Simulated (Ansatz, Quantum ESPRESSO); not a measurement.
# Tb3Al (Pm-3m): zone-centre phonons, part 2 of 3

Aim: the zone-centre modes of Tb3Al (Pm-3m).

Quantum ESPRESSO 7.5; DFT PBEsol, scalar-relativistic, plane waves, PseudoDojo norm-conserving, 4f in core pseudopotentials.

So far. Step 2 (A first look): No gap opens on this mesh, so smearing is kept; the start stands at -2.6 GPa. Step 4 (Ground state): The cell stands at -0.23 GPa, close enough for stiff modes, while soft ones can move. The relaxed cell has a = 4.678 Å (conventional setting).

**5. Zone-centre response**

At q = 0 one unit cell holds all displacements; symmetry groups them into irreducible representations that are solved one by one. With smeared occupations no response to a homogeneous field can be asked.

The input, ph.in:

```
phonons
&inputph
   prefix = 'x'
   outdir = './tmp'
   fildyn = 'g.dyn'
   tr2_ph = 1.0d-18
   alpha_mix(1) = 0.4
   nmix_ph = 8
/
0.000000000 0.000000000 0.000000000
```

Started as:

```console
> OMP_NUM_THREADS=1 mpirun -n 4 ph.x -nk 4 -in ph.in > ph.out
```

Output:

```text
[banners, grids, parts of the stress and lines that vanish by symmetry left out]
[banner, memory and clock lines left out]
Program PHONON v.7.5

     ./tmp/x.save/

     IMPORTANT: XC functional enforced from input :
     Exchange-correlation= PBESOL
                           (   1   4  10   8   0   0   0)
     Any further DFT definition will be discarded
     Please, verify this is what you really want

     G-vector sticks info

     Reading collected, re-writing distributed wavefunctions in ./tmp/

     Number and degeneracy of irreps per q-point
       N         xq(1)         xq(2)         xq(3)   N irreps
       1   0.000000000   0.000000000   0.000000000       4
        3   3   3   3

     Calculation of q =    0.0000000   0.0000000   0.0000000

     phonons

     bravais-lattice index     =            1
     lattice parameter (alat)  =       8.8407  a.u.
     unit-cell volume          =     690.9684 (a.u.)^3
     number of atoms/cell      =            4
     number of atomic types    =            2
     kinetic-energy cut-off    =      42.0000  Ry
     charge density cut-off    =     168.0000  Ry
     convergence threshold     =      1.0E-18
     beta                      =       0.4000
     number of iterations used =            8
     Exchange-correlation= PBESOL
                           (   1   4  10   8   0   0   0)

     celldm(1)=    8.84069  celldm(2)=    0.00000  celldm(3)=    0.00000
     celldm(4)=    0.00000  celldm(5)=    0.00000  celldm(6)=    0.00000

     crystal axes: (cart. coord. in units of alat)
               a(1) = (  1.0000  0.0000  0.0000 )
               a(2) = (  0.0000  1.0000  0.0000 )
               a(3) = (  0.0000  0.0000  1.0000 )

     reciprocal axes: (cart. coord. in units 2 pi/alat)
               b(1) = (  1.0000  0.0000  0.0000 )
               b(2) = (  0.0000  1.0000  0.0000 )
               b(3) = (  0.0000  0.0000  1.0000 )

     Atoms inside the unit cell:

     Cartesian axes

     site n.  atom      mass           positions (alat units)
        1  Tb    158.9254   tau(    1) = (    0.00000    0.50000    0.50000  )
        2  Tb    158.9254   tau(    2) = (    0.50000    0.50000    0.00000  )
        3  Tb    158.9254   tau(    3) = (    0.50000    0.00000    0.50000  )
        4  Al     26.9815   tau(    4) = (    0.00000    0.00000    0.00000  )

     Computing dynamical matrix for
                    q = (   0.0000000   0.0000000   0.0000000 )

     49 Sym.Ops. (with q -> -q+G )

     G cutoff =  332.5996  (  25413 G-vectors)     FFT grid: ( 40, 40, 40)

     number of k points=    20  Marzari-Vanderbilt smearing, width (Ry)=  0.0200
                       cart. coord. in units 2pi/alat
        k(    1) = (   0.0000000   0.0000000   0.0000000), wk =   0.0092593
        k(    2) = (   0.0000000   0.0000000   0.1666667), wk =   0.0555556
        k(    3) = (   0.0000000   0.0000000   0.3333333), wk =   0.0555556
        [... further k-points left out ...]

     PseudoPot. # 1 for Tb read from file:
     ./pseudo/Tb.upf
     Pseudo is Norm-conserving + core correction, Zval = 11.0
     Using radial grid of 1792 points,  7 beta functions with:
                l(1) =   0
                l(2) =   0
                l(3) =   1
                l(4) =   1
                l(5) =   2
                l(6) =   2
                l(7) =   3

     PseudoPot. # 2 for Al read from file:
     ./pseudo/Al.upf
     Pseudo is Norm-conserving + core correction, Zval =  3.0
     Using radial grid of 1876 points,  6 beta functions with:
                l(1) =   0
                l(2) =   0
                l(3) =   1
                l(4) =   1
                l(5) =   2
                l(6) =   2

     Mode symmetry, O_h (m-3m)  point group:

     Atomic displacements:
     There are    4 irreducible representations

     Representation     1      3 modes -  To be done

     Representation     2      3 modes -  To be done

     Representation     3      3 modes -  To be done

     Representation     4      3 modes -  To be done

     Alpha used in Ewald sum =   1.6000

     Representation #   1 modes #   1   2   3

     Self-consistent Calculation
      thresh= 1.000E-02 alpha_mix =  0.400 |ddv_scf|^2 =  2.741E-06
      thresh= 1.656E-04 alpha_mix =  0.400 |ddv_scf|^2 =  2.335E-07
      thresh= 4.832E-05 alpha_mix =  0.400 |ddv_scf|^2 =  2.154E-09
      thresh= 4.642E-06 alpha_mix =  0.400 |ddv_scf|^2 =  7.872E-11
      thresh= 8.872E-07 alpha_mix =  0.400 |ddv_scf|^2 =  3.636E-12
      thresh= 1.907E-07 alpha_mix =  0.400 |ddv_scf|^2 =  1.638E-13
      thresh= 4.047E-08 alpha_mix =  0.400 |ddv_scf|^2 =  2.127E-14
      thresh= 1.459E-08 alpha_mix =  0.400 |ddv_scf|^2 =  2.479E-16
      thresh= 1.574E-09 alpha_mix =  0.400 |ddv_scf|^2 =  8.893E-18
      thresh= 2.982E-10 alpha_mix =  0.400 |ddv_scf|^2 =  5.953E-19

     End of self-consistent calculation

     Convergence has been achieved

     Representation #   2 modes #   4   5   6

     Self-consistent Calculation
      thresh= 1.000E-02 alpha_mix =  0.400 |ddv_scf|^2 =  3.985E-08
      thresh= 1.996E-05 alpha_mix =  0.400 |ddv_scf|^2 =  3.066E-09
      thresh= 5.538E-06 alpha_mix =  0.400 |ddv_scf|^2 =  1.039E-10
      thresh= 1.020E-06 alpha_mix =  0.400 |ddv_scf|^2 =  9.178E-12
[...]
End of self-consistent calculation

     Convergence has been achieved

     Representation #   3 modes #   7   8   9

     Self-consistent Calculation
[...]
End of self-consistent calculation

     Convergence has been achieved

     Representation #   4 modes #  10  11  12

     Self-consistent Calculation
[...]
thresh= 1.472E-05 alpha_mix =  0.400 |ddv_scf|^2 =  3.293E-10
      thresh= 1.815E-06 alpha_mix =  0.400 |ddv_scf|^2 =  5.805E-12
      thresh= 2.409E-07 alpha_mix =  0.400 |ddv_scf|^2 =  4.942E-13
      thresh= 7.030E-08 alpha_mix =  0.400 |ddv_scf|^2 =  6.864E-15
      thresh= 8.285E-09 alpha_mix =  0.400 |ddv_scf|^2 =  2.513E-17
      thresh= 5.013E-10 alpha_mix =  0.400 |ddv_scf|^2 =  6.241E-18
      thresh= 2.498E-10 alpha_mix =  0.400 |ddv_scf|^2 =  1.834E-20

     End of self-consistent calculation

     Convergence has been achieved

     Number of q in the star =    1
     List of q in the star:
          1   0.000000000   0.000000000   0.000000000

     Diagonalizing the dynamical matrix

     q = (    0.000000000   0.000000000   0.000000000 )

 **************************************************************************
     freq (    1) =      -0.134904 [THz] =      -4.499911 [cm-1]
     freq (    2) =      -0.134904 [THz] =      -4.499911 [cm-1]
     freq (    3) =      -0.134904 [THz] =      -4.499911 [cm-1]
     freq (    4) =       2.485656 [THz] =      82.912574 [cm-1]
     freq (    5) =       2.485656 [THz] =      82.912574 [cm-1]
     freq (    6) =       2.485656 [THz] =      82.912574 [cm-1]
     freq (    7) =       4.177775 [THz] =     139.355559 [cm-1]
     freq (    8) =       4.177775 [THz] =     139.355559 [cm-1]
     freq (    9) =       4.177775 [THz] =     139.355559 [cm-1]
     freq (   10) =       5.661577 [THz] =     188.849888 [cm-1]
     freq (   11) =       5.661577 [THz] =     188.849888 [cm-1]
     freq (   12) =       5.661577 [THz] =     188.849888 [cm-1]
 **************************************************************************

     Mode symmetry, O_h (m-3m)  point group:

     freq (   1-   3) =         -4.5  [cm-1]   --> T_1u G_15  G_4- I
     freq (   4-   6) =         82.9  [cm-1]   --> T_2u G_25  G_5-
     freq (   7-   9) =        139.4  [cm-1]   --> T_1u G_15  G_4- I
     freq (  10-  12) =        188.8  [cm-1]   --> T_1u G_15  G_4- I
```

Elapsed: 3 min, on 4 MPI ranks of Arm Neoverse V2, shared host.

Numbers from this step:

```yaml
largest_acoustic_frequency_at_the_zone_centre_before_the_sum_rule: -4.5 cm⁻¹
highest_optical_zone_centre_mode_no_lo_to_term: 188.8 cm⁻¹
lowest_optical_zone_centre_mode: 82.91 cm⁻¹
```

The acoustic modes at Γ come out as far as 4.5 cm⁻¹ from zero, where they should vanish, a small numerical error.

**6. Modes with the sum rule**

A rigid shift of the crystal must cost nothing, but grids and finite bases break this; the acoustic sum rule is imposed before the matrix is diagonalised again.

The input, dynmat.in:

```
&input
   fildyn = 'g.dyn'
   asr = 'simple'
   fileig = 'dynmat.eig'
/
```

Started as:

```console
> dynmat.x -in dynmat.in > dynmat.out
```

Output:

```text
[banner, memory and clock lines left out]
Program DYNMAT v.7.5

     Reading Dynamical Matrix from file g.dyn
     ...Force constants read
     ...epsilon and Z* not read (not found on file)
     A direction for q was not specified:TO-LO splitting will be absent

     Polarizability (A^3 units)
     multiply by 1.000000 for Clausius-Mossotti correction
         0.000000    0.000000    0.000000
         0.000000    0.000000    0.000000
         0.000000    0.000000    0.000000

     IR activities are in (D/A)^2/amu units

# mode   [cm-1]    [THz]      IR
    1     -0.00   -0.0000    0.0000
    2     -0.00   -0.0000    0.0000
    3     -0.00   -0.0000    0.0000
    4     83.04    2.4895    0.0000
    5     83.04    2.4895    0.0000
    6     83.04    2.4895    0.0000
    7    139.43    4.1801    0.0000
    8    139.43    4.1801    0.0000
    9    139.43    4.1801    0.0000
   10    188.86    5.6619    0.0000
   11    188.86    5.6619    0.0000
   12    188.86    5.6619    0.0000

[end of the log left out, with the tail of the file of modes that dynmat.x writes under the same name]
```

Wall time 0.47 s (1 thread).

Read from the output:

```yaml
highest_optical_zone_centre_mode_no_lo_to_term: 188.9 cm⁻¹
lowest_optical_zone_centre_mode: 83.04 cm⁻¹
```

Unit eigenvectors of the mass-weighted matrix after the sum rule; no LO-TO term. The modes at Γ (shares of kinetic energy by element, %):

| mode | frequency (cm⁻¹) | symmetry | Tb % | Al % |
| --- | --- | --- | --- | --- |
| 1 | 0.0 | acoustic | 95 | 5 |
| 2 | 0.0 | acoustic | 95 | 5 |
| 3 | 0.0 | acoustic | 95 | 5 |
| 4 | 83.0 | T2u | 100 | 0 |
| 5 | 83.0 | T2u | 100 | 0 |
| 6 | 83.0 | T2u | 100 | 0 |
| 7 | 139.4 | T1u | 100 | 0 |
| 8 | 139.4 | T1u | 100 | 0 |
| 9 | 139.4 | T1u | 100 | 0 |
| 10 | 188.9 | T1u | 5 | 95 |
| 11 | 188.9 | T1u | 5 | 95 |
| 12 | 188.9 | T1u | 5 | 95 |

Displacements in mode 6 (83.0 cm⁻¹), the largest set to 1:
```
Tb1  0.00  0.10  1.00
Tb2 -0.05 -0.10  0.00
Tb3  0.05  0.00 -1.00
Al4  0.00  0.00  0.00
```

Displacements in mode 9 (139.4 cm⁻¹), the largest set to 1:
```
Tb1  0.00  0.01 -0.50
Tb2  0.00  0.01  1.00
Tb3  0.00 -0.02 -0.50
Al4  0.00  0.00  0.04
```

The rule moves no optical mode by more than 0.2 cm⁻¹.

**7. Sum rules set otherwise: a sum rule for molecules or wires on a crystal**

This rule also removes rotations, which suits molecules and not a crystal; it is tried to see the harm.

The input, dynmat.in:

```
&input
   fildyn = 'g.dyn'
   asr = 'zero-dim'
   fileig = 'dynmat.eig'
/
```

Started as:

```console
> dynmat.x -in dynmat.in > dynmat.out
```

Output:

```text
[banner, memory and clock lines left out]
Program DYNMAT v.7.5

     Reading Dynamical Matrix from file g.dyn
     ...Force constants read
     ...epsilon and Z* not read (not found on file)
     Acoustic Sum Rule: || Z*(ASR) - Z*(orig)|| =    0.000000E+00
     Acoustic Sum Rule: ||dyn(ASR) - dyn(orig)||=    2.336721E-01
     A direction for q was not specified:TO-LO splitting will be absent

     Polarizability (A^3 units)
     multiply by 1.000000 for Clausius-Mossotti correction
         0.000000    0.000000    0.000000
         0.000000    0.000000    0.000000
         0.000000    0.000000    0.000000

     IR activities are in (D/A)^2/amu units

# mode   [cm-1]    [THz]      IR
    1     -0.00   -0.0000    0.0000
    2     -0.00   -0.0000    0.0000
    3     -0.00   -0.0000    0.0000
    4     -0.00   -0.0000    0.0000
    5      0.00    0.0000    0.0000
    6      0.00    0.0000    0.0000
    7    101.37    3.0391    0.0000
    8    101.37    3.0391    0.0000
    9    139.36    4.1778    0.0000
   10    179.19    5.3720    0.0000
   11    179.19    5.3720    0.0000
   12    188.79    5.6598    0.0000

[end of the log left out, with the tail of the file of modes that dynmat.x writes under the same name]
```

It took 0.47 s on 1 thread.

The run ended normally, but on settings that are not sound.

The fault: a sum rule for molecules or wires on a crystal; 3 optical modes are projected out to zero frequency, as if they were rotations.

For a crystal the rule has to be 'simple' or 'crystal'.

Zone-centre frequencies as printed; negative means imaginary. Modes:

| mode | frequency (cm⁻¹) |
| --- | --- |
| 1 | 0 |
| 2 | 0 |
| 3 | 0 |
| 4 | 0 |
| 5 | 0 |
| 6 | 0 |
| 7 | 101.4 |
| 8 | 101.4 |
| 9 | 139.4 |
| 10 | 179.2 |
| 11 | 179.2 |
| 12 | 188.8 |

**8. Sum rules set otherwise (asr crystal)**

The rule can be imposed in more than one way; the choices should agree where the raw error is small.

The input, dynmat.in:

```
&input
   fildyn = 'g.dyn'
   asr = 'crystal'
   fileig = 'dynmat.eig'
/
```

Started as:

```console
> dynmat.x -in dynmat.in > dynmat.out
```

Output:

```text
[banner, memory and clock lines left out]
Program DYNMAT v.7.5

     Reading Dynamical Matrix from file g.dyn
     ...Force constants read
     ...epsilon and Z* not read (not found on file)
     Acoustic Sum Rule: || Z*(ASR) - Z*(orig)|| =    0.000000E+00
     Acoustic Sum Rule: ||dyn(ASR) - dyn(orig)||=    4.264827E-04
     A direction for q was not specified:TO-LO splitting will be absent

     Polarizability (A^3 units)
     multiply by 1.000000 for Clausius-Mossotti correction
         0.000000    0.000000    0.000000
         0.000000    0.000000    0.000000
         0.000000    0.000000    0.000000

     IR activities are in (D/A)^2/amu units

# mode   [cm-1]    [THz]      IR
    1     -0.00   -0.0000    0.0000
    2      0.00    0.0000    0.0000
    3      0.00    0.0000    0.0000
    4     82.91    2.4857    0.0000
    5     82.91    2.4857    0.0000
    6     82.91    2.4857    0.0000
    7    139.36    4.1778    0.0000
    8    139.36    4.1778    0.0000
    9    139.36    4.1778    0.0000
   10    188.79    5.6598    0.0000
   11    188.79    5.6598    0.0000
   12    188.79    5.6598    0.0000

[end of the log left out, with the tail of the file of modes that dynmat.x writes under the same name]
```

Run time: 0.47 s. Hardware: 1 thread.

Numbers from this step:

```
highest optical zone-centre mode (no LO-TO term) : 188.8 cm⁻¹
lowest optical zone-centre mode                  : 82.91 cm⁻¹
```

Zone-centre frequencies as printed; negative means imaginary. Modes:

| mode | frequency (cm⁻¹) |
| --- | --- |
| 1 | 0 |
| 2 | 0 |
| 3 | 0 |
| 4 | 82.91 |
| 5 | 82.91 |
| 6 | 82.91 |
| 7 | 139.4 |
| 8 | 139.4 |
| 9 | 139.4 |
| 10 | 188.8 |
| 11 | 188.8 |
| 12 | 188.8 |

Against the first rule no mode moves by more than 0.2 cm⁻¹.

(Part 2 of 3 ends here.)

[Host names and launcher messages were left out of these logs when they were recorded.]

[Logs are printed without paths, hosts, clocks, repeated set-up lines and the standing remarks that a program may print on its own settings, such as how far it seeks lower states.]

[Hosts, paths, dates, database ids (printed as entryN), source tags and the programs' standing remarks are cut or masked in the printed files.]
